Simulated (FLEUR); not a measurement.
# Anisotropy of free Ni(001) film, 4 layers with FLEUR, part 2 of 2

Wanted: anisotropy for free Ni(001) film, 4 layers, with the cost of each step.

FLEUR MaX-R8.1; PBE; all-electron FLAPW film, Dirac cores, scalar-relativistic bands.

So far. Step 2 (Self-consistent state): After 43 cycles the largest moment stands at 0.758 μB.

## (5) Spin–orbit coupling, moments along z

Level of this step: PBE; all-electron FLAPW film, Dirac cores, scalar-relativistic bands with spin-orbit coupling (FLEUR).

Spin–orbit coupling ties the spins to the lattice and lets orbital moments form.

A new self-consistent run of the start ferro ++++, with the moments along z. The k list default-1 (kpts.xml, not shown) is a Γ-centred 30×30×1 mesh.

Contents of inp.xml:

```
<?xml version="1.0" encoding="UTF-8" standalone="no"?>
<fleurInput fleurInputVersion="0.39">
   <comment>
      Ni
   </comment>
   <calculationSetup>
      <cutoffs Kmax="3.66" Gmax="11.0" GmaxXC="11.0" numbands="152"/>
      <scfLoop itmax="150" minDistance="0.00002" maxIterBroyd="15" imix="Anderson" alpha="0.03" precondParam="0.0" spinf="2.0" sdNocoIR="T"/>
      <coreElectrons ctail="T" frcor="F" kcrel="0" coretail_lmax="0"/>
      <xcFunctional name="pbe" relativisticCorrections="F"/>
      <magnetism jspins="2"/>
      <soc l_soc="T" theta="0.0" phi="0.0" spav="F"/>
      <expertModes spex="0" secvar="F"/>
      <geometryOptimization l_f="F" forcealpha="1.0" forcemix="BFGS" epsdisp="0.00001" epsforce="0.00001"/>
      <ldaU l_linMix="F" mixParam="0.05" spinf="1.0"/>
   </calculationSetup>
   <cell>
      <bzIntegration valenceElectrons="72.0" mode="hist" fermiSmearingEnergy="0.00183747">
         <kPointListSelection listName="default-1"/>
         <xi:include xmlns:xi="http://www.w3.org/2001/XInclude" href="kpts.xml"> </xi:include>
      </bzIntegration>
      <xi:include xmlns:xi="http://www.w3.org/2001/XInclude" href="sym.xml"> </xi:include>
      <filmLattice scale="1.0" dVac="15.27" dTilda="17.77">
         <bravaisMatrixFilm>
            <row-1>    4.7086305846658192     0.0000000000000000</row-1>
            <row-2>    0.0000000000000000     4.7086305846658192</row-2>
         </bravaisMatrixFilm>
         <vacuumEnergyParameters vacuum="1" spinUp="-.25" spinDown="-.25"/>
      </filmLattice>
   </cell>
   <atomSpecies>
      <species name="Nickel (Ni1.000" element="Ni" atomicNumber="28">
         <mtSphere radius="2.24" gridPoints="741" logIncrement="0.016"/>
         <atomicCutoffs lmax="8" lnonsphr="6"/>
         <electronConfig flipSpins="F">
            <coreConfig>(1s1/2) (2s1/2) (2p1/2) (2p3/2)</coreConfig>
            <valenceConfig>(3s1/2) (3p1/2) (3p3/2) (4s1/2) (3d3/2) (3d5/2)</valenceConfig>
            <stateOccupation state="(3d3/2)" spinUp="1.6" spinDown="1.6"/>
            <stateOccupation state="(3d5/2)" spinUp="2.9" spinDown="1.9"/>
         </electronConfig>
         <energyParameters s="4" p="4" d="3" f="4"/>
         <lo type="SCLO" l="0" n="3" eDeriv="0"/>
         <lo type="SCLO" l="1" n="3" eDeriv="0"/>
      </species>
   </atomSpecies>
   <atomGroups>
      <atomGroup species="Nickel (Ni1.000">
         <filmPos label="                   1">-1.000/4.000 -1.000/4.000 -4.9942711372</filmPos>
         <filmPos label="                   4">1.000/4.000 1.000/4.000 4.9942711372</filmPos>
         <force calculate="T" relaxXYZ="TTT"/>
      </atomGroup>
      <atomGroup species="Nickel (Ni1.000">
         <filmPos label="                   2">1.000/4.000 1.000/4.000 -1.6647570458</filmPos>
         <filmPos label="                   3">-1.000/4.000 -1.000/4.000 1.6647570458</filmPos>
         <force calculate="T" relaxXYZ="TTT"/>
      </atomGroup>
   </atomGroups>
   <output dos="F" band="F" slice="F">
      <bandDOS minEnergy="-.5*Htr" maxEnergy="0.5*Htr" sigma="0.015" storeEVData="T"/>
      <plotting iplot="0" polar="F">
         <plot TwoD="T" vec1="  1.0  0.0  0.0" vec2="  0.0  1.0  0.0" vec3="  0.0  0.0  1.0" zero="  0.0  0.0 -0.5" file="plot"/>
      </plotting>
      <moessbauerParams electricFieldGradient="F" isomerShift="F" coreHyperfine="F" valenceHyperfine="F"/>
   </output>
</fleurInput>
```

Contents of crystal.txt:

```
Ni
&input film=T cartesian=F /
2.49170000000  0.00000000000  0.00000000000
0.00000000000  2.49170000000  0.00000000000
0.00000000000  0.00000000000  1.00000000000
1.8897261246
1.0 1.0 1.0

4
28 0.00000000000  0.00000000000  -4.99427113724 : 1.000
28 0.50000000000  0.50000000000  -1.66475704575 : 1.000
28 0.00000000000  0.00000000000  1.66475704575 : 1.000
28 0.50000000000  0.50000000000  4.99427113724 : 1.000

&soc 0.0000000 0.0000000 /
&kpt div1=30 div2=30 div3=1 gamma=T /
```

Run with:

```console
> OMP_NUM_THREADS=1 inpgen -f crystal.txt > inpgen.log  # inp.xml is then edited as shown
> OMP_NUM_THREADS=1 mpirun -n 4 fleur_MPI > fleur.log
```

The program printed:

```text
[banner, memory and clock lines left out]
Welcome to FLEUR        (www.flapw.de)
      MaX-Release 8.1          (www.max-centre.eu)

 ========== k-point set info ==========
 Selected k-point list: default-1
 k-point list type: mesh
 0 x 0 x 0
 Number of k points: 228

 [... set-up left out ...]
 Iteration:     1   Distance:      28.96396001 me/bohr^3
 Iteration:     2   Distance:      19.19423282 me/bohr^3
 Iteration:     3   Distance:      16.45833123 me/bohr^3
 Iteration:     4   Distance:       8.45916856 me/bohr^3
 Iteration:     5   Distance:       8.66313911 me/bohr^3
 Iteration:     6   Distance:       5.76647519 me/bohr^3
 Iteration:     7   Distance:      10.19695450 me/bohr^3
 Iteration:     8   Distance:       9.36574550 me/bohr^3
 Iteration:     9   Distance:       5.18806261 me/bohr^3
 Iteration:    10   Distance:       4.28014686 me/bohr^3
[... 15 iterations left out ...]
 Iteration:    26   Distance:       0.00356200 me/bohr^3
 Iteration:    27   Distance:       0.00104402 me/bohr^3
 Iteration:    28   Distance:       0.00032550 me/bohr^3
 Iteration:    29   Distance:       0.00034097 me/bohr^3
 Iteration:    30   Distance:       0.00034304 me/bohr^3
 Iteration:    31   Distance:       0.00033469 me/bohr^3
 Iteration:    32   Distance:       0.00022726 me/bohr^3
 Iteration:    33   Distance:       0.00019479 me/bohr^3
 Iteration:    34   Distance:       0.00010211 me/bohr^3
 Iteration:    35   Distance:       0.00001911 me/bohr^3

 ********************************************************************
 Run finished successfully
 Stop message:
   all done
 ********************************************************************

--- out.xml (last complete iteration) ---
<iteration numberForCurrentRun="   35" overallNumber="   35">
         [... left out ...]
         <bandgap value="0.0000000000" units="eV"/>
         <sumValenceSingleParticleEnergies value="-102.2165391730" units="Htr"/>
         <FermiEnergy value="-0.1795303733" units="Htr"/>
         [... left out ...]
         <magneticMomentsInMTSpheres units="muBohr">
            <globalMagMoment atomType="1" vec="0.00000   0.00000   0.73782"/>
            <globalMagMoment atomType="2" vec="0.00000   0.00000   0.68237"/>
         </magneticMomentsInMTSpheres>
         <orbitalMomentsInMTSpheres units="muBohr">
            <globalMagMoment atomType="1" vec="0.00000   0.00000   0.06637"/>
            <globalMagMoment atomType="2" vec="0.00000   0.00000   0.05597"/>
         </orbitalMomentsInMTSpheres>
         [... left out ...]
         <totalEnergy value="    -6083.2612017999" units="Htr">
            <sumOfEigenvalues value="    -3544.8978800857">
               <coreElectrons value="-3442.6813409127"/>
               <valenceElectrons value="-102.2165391730"/>
            </sumOfEigenvalues>
         [... left out ...]
            <freeEnergy value="-6083.2634726755"/>
            <extrapolationTo0K value="-6083.2623372377"/>
         </totalEnergy>
         <densityConvergence units="me/bohr^3">
            <chargeDensity spin="1" distance="0.0000092339"/>
            <chargeDensity spin="2" distance="0.0000152023"/>
            <overallChargeDensity distance="0.0000191076"/>
            <spinDensity distance="0.0000163600"/>
         </densityConvergence>
      </iteration>
```

It took 19 min on 4 MPI ranks of Arm Neoverse V1, shared host; peak memory 1.1 GiB.

Spin moment in the muffin-tin sphere by atom:

```csv
atom,spin moment in the muffin-tin sphere (μB)
Ni1,0.738
Ni2,0.682
Ni3,0.682
Ni4,0.738
```

Numbers from this step:

| Property | Result |
| --- | --- |
| free energy | -165534.0320 eV |
| program's band gap on this mesh (in a metal only a level spacing) | 0 eV |
| magnetization | 2.686 μB |
| final state | ferromagnetic |
| orbital moment along the spin | 0.06637 μB |

Orbital moment in the sphere, along the spin axis by atom:

```csv
atom,"orbital moment in the sphere, along the spin axis (μB)"
Ni1,0.0664
Ni2,0.0560
Ni3,0.0560
Ni4,0.0664
```

## (6) Summary of results

```
reference state                                                             : ferromagnetic
largest sphere moment                                                       : 0.758 μB
easy direction of those tried                                               : the plane normal to z
energy along x less z, force theorem                                        : -0.942 meV a primitive cell
orbital moment on the atom of largest spin, along its spin (spin–orbit run) : 0.0664 μB
```

What this shows: By the force theorem the moments prefer the plane normal to z, with no direction in it resolved; shape anisotropy is not in it, and in a film it favours the plane. The difference for the second direction goes from -0.85 meV (mesh 20×20×1, 136 states, 5 min of CPU time) to -0.94 meV (mesh 30×30×1, 136 states, 11 min). The orbital moment is parallel to the spin, as Hund's third rule has it for a shell over half filled. The state was typed, and no other order was converged beside it, so it need not be the ground state.

[Logs and program files are shortened in this print: banners, set-up blocks, solver, clock and traceback lines can be left out without a mark of their own.]

[Logs are printed without paths, hosts, clocks, repeated set-up lines and the standing remarks that a program may print on its own settings, such as how far it seeks lower states.]

[Hosts, paths, dates, database ids (printed as entryN), source tags and the programs' standing remarks are cut or masked in the printed files.]

[Where a cell is said to come from a database of computed structures, the database is the Materials Project.]
